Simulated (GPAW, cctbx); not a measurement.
# Sn3PbSe4: deformation density and structure factors from DFT

Question: by how much does bonding change the structure factors of Sn3PbSe4?

The cell is our own: ordered rocksalt alloy in the eight-atom cube, 3 of 4 Pb sites given to Sn. All numbers below are calculated.

## 1. Find the equilibrium geometry

The density hangs on the geometry, so cell and atoms are relaxed first, with the symmetry held. The cutoff is set higher than for the density because stress converges slowly with plane waves.

Settings: GPAW 26.7.0, PBE, 650 eV, 4×4×4 k-points, Fermi–Dirac width 0.02 eV, BFGS to 0.02 eV/Å.

```text
cell
1.0
     6.105000000    0.000000000    0.000000000
     0.000000000    6.105000000    0.000000000
     0.000000000    0.000000000    6.105000000
Sn Se Pb
3 4 1
Direct
0.000000000 0.000000000 0.500000000
0.000000000 0.500000000 0.000000000
0.500000000 0.000000000 0.000000000
0.500000000 0.000000000 0.500000000
0.500000000 0.500000000 0.000000000
0.000000000 0.000000000 0.000000000
0.000000000 0.500000000 0.500000000
0.500000000 0.500000000 0.500000000
```

```console
$ OMP_NUM_THREADS=1 mpirun -n 4 gpaw python run.py > gpaw.log
```

```text
BFGS:    0      -33.539580        0.053075
BFGS:    1      -33.539697        0.051267
BFGS:    2      -33.540768        0.016977
cell  6.0880 6.0880 6.0880  90.00 90.00 90.00
volume 225.649 A^3, largest force 0.000 eV/A, largest stress 0.10 GPa
```

After 2 steps the volume has changed by -0.8 % and the energy by -0.001 eV; the largest stress left is 0.10 GPa. It took 2.3 min on 4 cores of Arm Neoverse N1 (shared host), peak memory 1.1 GiB.

Relaxed structure: Pm-3m (no. 221), a = 6.0880 Å, b = 6.0880 Å, c = 6.0880 Å, α = 90.00°, β = 90.00°, γ = 90.00°.

| atom | mult. | x | y | z |
| --- | --- | --- | --- | --- |
| Pb1 | 1 | 1/2 | 1/2 | 1/2 |
| Sn1 | 3 | 0 | 0 | 1/2 |
| Se1 | 3 | 1/2 | 0 | 1/2 |
| Se2 | 1 | 0 | 0 | 0 |

## 2. Density and charge transfer

X-rays see the whole electron density, so the PAW density is rebuilt with its core regions. Subtracting spherical free atoms from the same code cancels the cores and leaves the deformation density Δρ, the part due to bonding.

Settings: PBE, 600 eV, 4×4×4 k-points, Fermi–Dirac width 0.02 eV; primitive cell of 8 atoms.

```console
$ OMP_NUM_THREADS=1 mpirun -n 4 gpaw python run.py > gpaw.log
```

```text
|iter:   1|       0s |  -34.249067 | -0.02 |       |
|iter:   2|       9s |  -34.088923 | -1.74 | -1.28 |
|iter:   3|      19s |  -33.532259 | -1.55 | -1.33 |
...
|iter:   7|      44s |  -33.539389c| -5.97 | -3.57 |
|iter:   8|      48s |  -33.539390c| -6.77 | -3.99 |
|iter:   9|      52s |  -33.539390c| -7.74c| -4.46c|
```

```text
grid (70, 70, 70)  electrons 368.000  moved by bonding 1.394 e
deformation density beyond 0.5 A of the nuclei: max 0.046, min -0.032 e/A^3
atom        x       y       z   Voronoi charge  moment
Pb1    0.5000  0.5000  0.5000      0.289       0.00
Sn2    0.0000  0.0000  0.5000      0.255       0.00
Sn3    0.0000  0.5000  0.0000      0.255       0.00
Sn4    0.5000  0.0000  0.0000      0.255       0.00
Se5    0.5000  0.0000  0.5000     -0.267       0.00
Se6    0.5000  0.5000  0.0000     -0.267       0.00
Se7    0.0000  0.0000  0.0000     -0.252       0.00
Se8    0.0000  0.5000  0.5000     -0.267       0.00
mean inner potential of superposed free atoms 15.846 V
total magnetic moment 0.000 muB
```

Deformation density in a plane through the shortest contact of the Pb atom at the origin, in 0.01 e/Å³ (clipped at ±99); x from -1.6 to 4.6 Å, y from 2.4 down to -2.4 Å:

```text
  1   2   2   1   1   1   2   2   0  -2  -1   2   0  -3  -1   1
  0   1   2   4   5   3   2   0  -1  -2  -1  -1  -1  -2  -1   0
 -1   0   1   2   3   2   0   0  -1   0   1   2   2   0  -1   0
  0  -1  -1   0   0  -1  -1  -1   0   1   3   4   3   2   0  -1
  1  -1  -2  -1   1  -2  -2  -1   1   2   2   2   2   2   2   0
  2   0  -1   0   .   2  -2   0   3   3   0   .  -1   2   3   1
  3   0   2   .   .   2  -1   1   4   4  -1   .   .   3   4   2
  2   0  -1   0   .   2  -2   0   3   3   0   .  -1   2   3   1
  1  -1  -2  -1   1  -2  -2  -1   1   2   2   2   2   2   2   0
  0  -1  -1   0   0  -1  -1  -1   0   1   3   4   3   2   0  -1
 -1   0   1   2   3   2   0   0  -1   0   1   2   2   0  -1   0
  0   1   2   4   5   3   2   0  -1  -2  -1  -1  -1  -2  -1   0
  1   2   2   1   1   1   2   2   0  -2  -1   2   0  -3  -1   1
```

Atoms in or within 0.15 Å of the plane: Pb (0.0, 0.0), Se (3.0, 0.0) Å. Dots mark points within about 0.45 Å of a nucleus; large values next to them are atomic features.

Se gains most (-0.26 e) and Pb loses most (+0.29 e), in averages over each element's sites; Se is the most electronegative element, but the order of the others doesn't follow electronegativity. Such charges fall far short of formal ones, since overlapping free atoms already put density on their neighbours. Along the shortest contact from the Pb atom at the map's origin, Pb–Se at 3.04 Å, Δρ is +0.03 e/Å³ at the midpoint and highest, +0.04, 1.95 Å from Pb (points within 0.5 Å of a nucleus left out): little piles up between the atoms. At the midpoints of other shortest contacts it is +0.03 (Sn–Se, 3.04 Å) e/Å³. Point values carry grid noise of about 0.01 e/Å³. The run needed 9 iterations, 83 s.

## 3. From the density to structure factors

The Fourier components of Δρ, added to those of the free atoms, give the static X-ray structure factors; the Mott–Bethe relation turns them into the Fourier components V of the potential that fast electrons feel.

```text
static structure factors of the conventional cell: F in electrons, V (Mott-Bethe) in volts
   h  k  l      d  |F| table  |F| free   |F| DFT   change   |V| free  |V| DFT  change %
   0  1  0  6.0880    31.496    31.412    31.410   -0.002     0.443    0.444      0.3
   0  1  1  4.3049    30.983    30.893    30.881   -0.013     0.417    0.421      1.1
   1  1  1  3.5149    87.508    87.459    86.772   -0.686     2.144    2.316      8.0
   0  2  0  3.0440   313.852   313.916   314.309    0.393    10.180   10.106     -0.7
   0  2  1  2.7226    29.603    29.564    29.581    0.018     0.367    0.364     -0.7
   1  2  1  2.4854    29.203    29.177    29.183    0.006     0.354    0.354     -0.2
   0  2  2  2.1524   284.917   284.884   284.693   -0.191     7.822    7.840      0.2
   1  2  2  2.0293    28.149    28.147    28.160    0.013     0.322    0.321     -0.3
   0  3  0  2.0293    28.149    28.147    28.189    0.042     0.322    0.319     -1.1
   0  3  1  1.9252    27.838    27.842    27.871    0.029     0.313    0.311     -0.7
   1  3  1  1.8356    75.653    75.661    76.036    0.375     1.392    1.366     -1.8
   2  2  2  1.7575   264.889   264.716   264.381   -0.335     6.480    6.501      0.3
   0  3  2  1.6885    27.004    27.016    27.034    0.018     0.289    0.288     -0.4
   1  3  2  1.6271    26.753    26.766    26.777    0.010     0.281    0.281     -0.2
```

The largest X-ray change is -0.69 e on 111, 0.8 % of |F|. For electrons V goes as (Z − F)/g², so a change of F counts against Z − F, which is small at low angle and wherever the atoms' terms cancel: |V| of 111 moves by +8.0 % (2.14 to 2.32 V) against -0.8 % in |F|. The last three rows still change by up to 0.34 e; the table stops while the angles are still low. The tabulated Hartree–Fock atoms differ from the free DFT atoms by up to 0.17 e, so the choice of reference atom matters too.

## 4. Answer

Bonding moves 1.39 e in the primitive cell of Sn3PbSe4 and changes the structure factors of the conventional cell in the table above by at most 0.69 e (111, 0.8 %). The shortest bond, Pb–Se, has Δρ = +0.03 e/Å³ at its midpoint. Limits: static density, frozen cores, no spin–orbit coupling.

[Outputs are excerpts: Python notices, other lines and further rows are left out; steps that failed or that the build refused (PBEsol, TPSS) are not shown.]

[Logs are printed without paths, hosts, clocks, repeated set-up lines and the standing remarks that a program may print on its own settings, such as how far it seeks lower states.]
